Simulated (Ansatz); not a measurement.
# BaMg2AsP (built on the sites of a database entry of BaMg2P2): from the cell to its phonons, part 3 of 3

The cell of BaMg2AsP (built on the sites of a database entry of BaMg2P2) is at rest. What are its phonons? After the zone centre comes a 3×3×2 q mesh on a 6×6×4 k mesh.

Ansatz 0.2.0; DFT LDA, scalar-relativistic, plane waves, PAW.

So far, highest frequency on the path or at a solved wavevector (cm⁻¹): step 3 (response at finite wavevector) 340.

The structure was built from a prototype and need not be the compound's stable phase.

### Step 4. The same by displaced supercells

Finite displacements in a 2×2×2 supercell give force constants from forces alone. They are exact at the wavevectors that the supercell holds, where they check the linear-response result.

Input file input.yaml:

```yaml
crystal:
  lattice:
    - [4.3584411462, -2.857e-06, 0.0]
    - [-2.1792180989, 3.774522182, 0.0]
    - [0.0, 0.0, 7.5005619047]
  atoms:
    - { symbol: Ba, position: [0.0, 0.0, 0.0043372039] }
    - { symbol: Mg, position: [0.6666666667, 0.3333333333, 0.3723536137] }
    - { symbol: Mg, position: [0.3333333333, 0.6666666667, 0.6203148749] }
    - { symbol: As, position: [0.6666666667, 0.3333333333, 0.7296768787] }
    - { symbol: P, position: [0.3333333333, 0.6666666667, 0.2733174288] }
kpoints:
  mp_grid: { grid: [6, 6, 4] }
hamiltonian:
  xc: lda
scf:
  occupations: { method: fixed }
output:
  eigenvalues: true
phonons:
  method: fd
  supercell: [2, 2, 2]
  temperatures: { t_max: 1000, t_step: 50 }
  qpath:
    path:
      - [[0.0, 0.0, 0.0], [0.5, 0.0, 0.0], [0.33333333, 0.33333333, 0.0], [0.0, 0.0, 0.0], [0.0, 0.0, 0.5], [0.5, 0.0, 0.5], [0.33333333, 0.33333333, 0.5], [0.0, 0.0, 0.5]]
      - [[0.5, 0.0, 0.5], [0.5, 0.0, 0.0]]
      - [[0.33333333, 0.33333333, 0.5], [0.33333333, 0.33333333, 0.0]]
    npoints: 10
  non_analytic_term:
    high_frequency_dielectric_tensor: [[9.0881, 0.0, 0.0], [0.0, 9.0881, 0.0], [0.0, 0.0, 9.2932]]
    born_effective_charges:
      - { species: Ba, tensor: [[2.5125, 0.0, 0.0], [0.0, 2.5125, 0.0], [0.0, 0.0, 3.2097]] }
      - { species: Mg, tensor: [[1.7763, 0.0, 0.0], [0.0, 1.7763, 0.0], [0.0, 0.0, 1.7502]] }
      - { species: Mg, tensor: [[1.7427, 0.0, 0.0], [0.0, 1.7427, 0.0], [0.0, 0.0, 1.6284]] }
      - { species: As, tensor: [[-2.9661, 0.0, 0.0], [0.0, -2.9661, 0.0], [0.0, 0.0, -3.1876]] }
      - { species: P, tensor: [[-3.0655, 0.0, 0.0], [0.0, -3.0655, 0.0], [0.0, 0.0, -3.4007]] }
    source: "zone-centre run at this cell"
```

The run is started by

```
$ ansatz run input.yaml --threads 8 --pin off --max-ram 14336MiB --backend cpu --events-out ev --progress --plain --runs-dir out
```

Numbers of over 12 decimals in the logs are rounded to 6 here.

Output:

```text
[...]
Crystal: 40 atoms, lattice volume = 987.136 Å³
Basis set: ecut = 420 eV, 19305 PW (Γ)
Bands: 240, of which v1, the nominal top of the filled ones, is band 200 counted from 1 (199 counted from 0)
Symmetry: 48 space group operations
k-points: 6 of 18 (time reversal used)
[...]
SCF iter   1: F=—  HF=-120698.749120 eV  |F-HF|=—  |Δ(HF+E_count)|=         —  Δρ=2.10e-8  dr2=6.96e-12  ethr=1.00e-12  ⟨swp⟩=3.0  Hψ=3589  notcnv=0
[...]
SCF iter   2: F=-120698.749120 eV  HF=-120698.749120 eV  |F-HF|=2.91e-11  |Δ(HF+E_count)|=    0.00e0  Δρ=1.31e-8  dr2=2.87e-12  ethr=1.00e-12  ⟨swp⟩=3.0  Hψ=3111  notcnv=0
SCF 1 converged in 2 iterations: F = -120698.749120 eV  dr2 = 2.87e-12
[...]
Symmetry: 2 space group operations
k-points: 8 of 18 (time reversal used)
iter 1 solved again at ethr=3.49e-9 eV; its pass at ethr=3.10e-3 eV (dr2=1.40e-5 eV) is discarded
[...]
SCF iter   8: F=-120698.749107 eV  HF=-120698.749107 eV  |F-HF|=5.82e-11  |Δ(HF+E_count)|=  1.46e-11  Δρ=1.02e-8  dr2=1.11e-12  ethr=1.00e-12  ⟨swp⟩=5.4  Hψ=10025  notcnv=0
SCF 2 converged in 8 iterations: F = -120698.749107 eV  dr2 = 1.11e-12
[...]
SCF iter   3: F=-120698.749106 eV  HF=-120698.749106 eV  |F-HF|=0.00e0  |Δ(HF+E_count)|=  2.91e-11  Δρ=1.01e-8  dr2=1.70e-12  ethr=1.00e-12  ⟨swp⟩=5.2  Hψ=10215  notcnv=0
SCF 3 converged in 3 iterations: F = -120698.749106 eV  dr2 = 1.70e-12
[...]
SCF iter   8: F=-120698.749101 eV  HF=-120698.749101 eV  |F-HF|=1.46e-11  |Δ(HF+E_count)|=    0.00e0  Δρ=7.90e-9  dr2=1.64e-12  ethr=1.00e-12  ⟨swp⟩=6.0  Hψ=9779  notcnv=0
SCF 4 converged in 8 iterations: F = -120698.749101 eV  dr2 = 1.64e-12
[...]
SCF iter   3: F=-120698.749101 eV  HF=-120698.749101 eV  |F-HF|=4.37e-11  |Δ(HF+E_count)|=  5.82e-11  Δρ=9.69e-9  dr2=2.40e-12  ethr=1.00e-12  ⟨swp⟩=5.6  Hψ=10039  notcnv=0
SCF 5 converged in 3 iterations: F = -120698.749101 eV  dr2 = 2.40e-12
[...]
SCF iter   8: F=-120698.749103 eV  HF=-120698.749103 eV  |F-HF|=4.37e-11  |Δ(HF+E_count)|=    0.00e0  Δρ=8.93e-9  dr2=1.28e-12  ethr=1.00e-12  ⟨swp⟩=6.1  Hψ=9923  notcnv=0
SCF 6 converged in 8 iterations: F = -120698.749103 eV  dr2 = 1.28e-12
[...]
SCF iter   3: F=-120698.749104 eV  HF=-120698.749104 eV  |F-HF|=1.46e-11  |Δ(HF+E_count)|=  1.46e-11  Δρ=8.44e-9  dr2=1.02e-12  ethr=1.00e-12  ⟨swp⟩=6.0  Hψ=10583  notcnv=0
SCF 7 converged in 3 iterations: F = -120698.749104 eV  dr2 = 1.02e-12
[...]
SCF iter   8: F=-120698.749105 eV  HF=-120698.749105 eV  |F-HF|=1.46e-11  |Δ(HF+E_count)|=    0.00e0  Δρ=9.16e-9  dr2=1.21e-12  ethr=1.00e-12  ⟨swp⟩=6.5  Hψ=10108  notcnv=0
SCF 8 converged in 8 iterations: F = -120698.749105 eV  dr2 = 1.21e-12
[...]
SCF iter   3: F=-120698.749104 eV  HF=-120698.749104 eV  |F-HF|=0.00e0  |Δ(HF+E_count)|=  2.91e-11  Δρ=9.08e-9  dr2=1.33e-12  ethr=1.00e-12  ⟨swp⟩=6.0  Hψ=10026  notcnv=0
SCF 9 converged in 3 iterations: F = -120698.749104 eV  dr2 = 1.33e-12
[...]
SCF iter   8: F=-120698.749100 eV  HF=-120698.749100 eV  |F-HF|=0.00e0  |Δ(HF+E_count)|=    0.00e0  Δρ=1.05e-8  dr2=1.64e-12  ethr=1.00e-12  ⟨swp⟩=6.4  Hψ=10082  notcnv=0
SCF 10 converged in 8 iterations: F = -120698.749100 eV  dr2 = 1.64e-12
[...]
SCF iter   3: F=-120698.749101 eV  HF=-120698.749101 eV  |F-HF|=7.28e-11  |Δ(HF+E_count)|=  1.46e-11  Δρ=1.76e-8  dr2=3.46e-12  ethr=1.00e-12  ⟨swp⟩=6.0  Hψ=10603  notcnv=0
SCF 11 converged in 3 iterations: F = -120698.749101 eV  dr2 = 3.46e-12
SCF converged after 2 iterations
Free energy (F): -120698.749120 eV
[...]
Internal energy: -120698.749120 eV  (E = F + TS)
E sigma→0 (E₀):  -120698.749120 eV
Fermi energy:    6.980937 eV
[...]
--- Forces (eV/Å), atoms counted from 1 ---
  atom   1  Ba    -0.00000000    -0.00000000     0.00035086
  atom   2  Mg    -0.00000000    -0.00000000     0.00009458
  atom   3  Mg     0.00000000     0.00000000    -0.00017838
  atom   4  As    -0.00000000    -0.00000000    -0.00021786
  atom   5  P      0.00000000     0.00000000    -0.00005101
  atom   6  Ba    -0.00000000    -0.00000000     0.00035086
  atom   7  Mg    -0.00000000     0.00000000     0.00009458
  atom   8  Mg     0.00000000     0.00000000    -0.00017838
  atom   9  As    -0.00000000    -0.00000000    -0.00021786
  atom  10  P      0.00000000     0.00000000    -0.00005101
  atom  11  Ba    -0.00000000    -0.00000000     0.00035086
  atom  12  Mg    -0.00000000    -0.00000000     0.00009458
  atom  13  Mg     0.00000000     0.00000000    -0.00017838
  atom  14  As    -0.00000000    -0.00000000    -0.00021786
  atom  15  P      0.00000000    -0.00000000    -0.00005101
  atom  16  Ba    -0.00000000    -0.00000000     0.00035086
  atom  17  Mg    -0.00000000    -0.00000000     0.00009458
  atom  18  Mg     0.00000000     0.00000000    -0.00017838
  atom  19  As    -0.00000000    -0.00000000    -0.00021786
  atom  20  P      0.00000000     0.00000000    -0.00005101
  atom  21  Ba    -0.00000000    -0.00000000     0.00035086
  atom  22  Mg    -0.00000000    -0.00000000     0.00009458
  atom  23  Mg     0.00000000     0.00000000    -0.00017838
  atom  24  As    -0.00000000    -0.00000000    -0.00021786
  atom  25  P      0.00000000     0.00000000    -0.00005101
  atom  26  Ba    -0.00000000    -0.00000000     0.00035086
  atom  27  Mg    -0.00000000     0.00000000     0.00009458
  atom  28  Mg     0.00000000     0.00000000    -0.00017838
  atom  29  As    -0.00000000    -0.00000000    -0.00021786
  atom  30  P      0.00000000     0.00000000    -0.00005101
  atom  31  Ba    -0.00000000    -0.00000000     0.00035086
  atom  32  Mg     0.00000000    -0.00000000     0.00009458
  atom  33  Mg     0.00000000     0.00000000    -0.00017838
  atom  34  As    -0.00000000    -0.00000000    -0.00021786
  atom  35  P      0.00000000    -0.00000000    -0.00005101
  atom  36  Ba    -0.00000000    -0.00000000     0.00035086
  atom  37  Mg    -0.00000000    -0.00000000     0.00009458
  atom  38  Mg     0.00000000     0.00000000    -0.00017838
  atom  39  As    -0.00000000    -0.00000000    -0.00021786
  atom  40  P      0.00000000    -0.00000000    -0.00005101
  max |Σ_I F_I| component: 1.45e-5 eV/Å
--- Band table (eV; the first three rows and the last of 6) ---
  k-point 0: bands = [... 196 lower, 6.5979, 6.9377, 6.9809, 6.9809, 7.9776, 7.9776, 7.9776, 8.2124, ... 36 higher]
  k-point 1: bands = [... 196 lower, 6.8162, 6.8162, 6.8162, 6.8162, 8.0829, 8.0829, 8.0829, 8.0829, ... 36 higher]
  k-point 2: bands = [... 196 lower, 6.6025, 6.6059, 6.6159, 6.6743, 8.2932, 8.5074, 8.8165, 8.8165, ... 36 higher]
  k-point 5: bands = [... 196 lower, 6.4157, 6.4157, 6.4157, 6.4157, 9.2017, 9.2017, 9.2017, 9.2017, ... 36 higher]
--- Phonons: 10 displaced members + reference (amplitude 0.0025 Å, Σ member SCF iterations 55) ---
  symmetry images taken by strict's conditions (phonons.symmetry_images: auto; settled by no image being taken that strict refuses); asymmetry of the core-correction force 2.9e-8 eV/Å at the most on a site, 5.7e-7 eV/Å summed over every site of the supercell
  ASR residual: 3.438e-4 → 0.000e0 eV/Å²; symmetrization residual: 3.284e-5 eV/Å²
  largest component of a force at the reference: 3.5e-4 eV/Å
  ASR residual per site (eV/Å²): 8.80e-5 2.38e-4 3.44e-4 8.11e-5 2.96e-4
[...]
```

Wall time 1.8 min (8 threads of Intel Xeon 6975P-C (Granite Rapids), shared host); peak memory 7.2 GiB.

This step gave:

```
atoms in the supercell               : 40
sum-rule residual before enforcement : 3.44e-4 eV/Å²
```

Interpolated from a 2×2×2 supercell, rough between the solved points, with the LO-TO term (at Γ the limit along the path; where Γ stands inside the path, tables give the limit on arrival). The phonon branches at the labelled points (cm⁻¹):

```tsv
point	branch 1	branch 2	branch 3	branch 4	branch 12	branch 13	branch 14	branch 15
Γ	0	0	0	96	273	285	297	322
halfway	58	65	91	97	266	279	297	318
M	78	81	100	102	252	272	287	312
halfway	80	84	98	113	256	277	289	305
K	79	91	94	125	262	281	292	295
halfway	66	72	93	103	263	278	299	312
Γ	0	0	0	96	273	285	297	322
halfway	36	36	56	90	260	284	284	339
A	58	58	80	80	261	284	284	340
halfway	68	73	84	90	267	278	300	321
L	74	77	91	100	255	272	290	315
halfway	78	82	92	114	255	277	292	309
H	79	88	94	130	260	282	295	299
halfway	74	76	83	98	264	277	303	316
A	58	58	80	80	261	284	284	340
jump to L	74	77	91	100	255	272	290	315
halfway	76	79	96	100	254	272	288	314
M	78	81	100	102	252	272	287	312
jump to H	79	88	94	130	260	282	295	299
halfway	79	90	94	128	261	281	293	297
K	79	91	94	125	262	281	292	295
```

Tetrahedra on a 16×16×8 mesh, mean over bins of 5 cm-1. Interpolated from a 2×2×2 supercell, rough between the solved points. The phonon density of states by wavenumber; read off at these points:

wavenumber (cm⁻¹), phonon density of states (1/cm⁻¹/cell) and a bar:
```
        2      0.000 
       18      0.001 
       32      0.003 #
       52      0.013 ###
       68      0.035 #######
       78      0.161 ##############################
       82      0.078 ###############
       98      0.099 ##################
      118      0.027 #####
      132      0.077 ##############
      138      0.102 ###################
      148      0.081 ###############
      162      0.035 #######
      182      0.022 ####
      198      0.056 ###########
      212      0.074 ##############
      228      0.045 ########
      248      0.048 #########
      258      0.138 ##########################
      262      0.039 #######
      278      0.127 ########################
      292      0.077 ##############
      312      0.060 ###########
      328      0.009 ##
      342      0.000
```

At Γ the two methods differ by at most 0.0 cm⁻¹.

### Step 5. Outcome

```
space group (within 0.01 Å)                             : P3m1
volume per atom                                         : 24.7 Å³
gap on the k-mesh                                       : 0.997 eV
highest optical mode at the zone centre (no LO-TO term) : 297 cm⁻¹
top of the zone-centre spectrum with the field          : 339 cm⁻¹
lowest optical zone-centre mode                         : 96.5 cm⁻¹
mean high-frequency dielectric constant                 : 9.16
mean static dielectric constant                         : 16.3
largest Born charge (third of the trace)                : -3.18 e
lowest mode on the q mesh (acoustic modes at Γ apart)   : 57.9 cm⁻¹
highest frequency on the path or at a solved wavevector : 340 cm⁻¹
zero-point energy per atom                              : 34.6 meV
heat capacity at 300 K                                  : 23.1 J/(mol atoms K)
vibrational entropy at 300 K                            : 31.7 J/(mol atoms K)
Debye temperature (second moment)                       : 377 K
imaginary modes on the 3×3×2 q mesh                     : none
```

**Reading.** The structure is a minimum as far as tested: no mode is imaginary at the 6 irreducible wavevectors of the 3×3×2 mesh, and the softest away from the acoustic zeros lies at 58 cm⁻¹. Without the field, the optical modes at Γ span 97 to 297 cm⁻¹. With the macroscopic field of the longitudinal modes the top of the zone-centre spectrum lies at 339 cm⁻¹, against 297 cm⁻¹ without it. Lattice motion raises the mean dielectric constant from 9.156 to 16.28. The strongest infrared line is at 260 cm⁻¹. Finite displacements and linear response differ by 0.0 cm⁻¹ in the highest zone-centre mode. With the field response the log warns that the k mesh is coarse for the force constants too, so the frequencies may not be converged. The program warns that the interpolation holds no quadrupole term, so branches close to Γ can be off in this crystal. Spin-orbit coupling is left out, which can matter for the heavy elements here. The starting cell was built on a prototype and not taken from a measurement, so the phase need not exist. These are harmonic frequencies at zero temperature: anharmonic shifts, linewidths and thermal expansion are left out.

[Logs are printed without paths, hosts, clocks, repeated set-up lines and the standing remarks that a program may print on its own settings, such as how far it seeks lower states.]

[Hosts, paths, dates, database ids (printed as entryN), source tags and the programs' standing remarks are cut or masked in the printed files.]
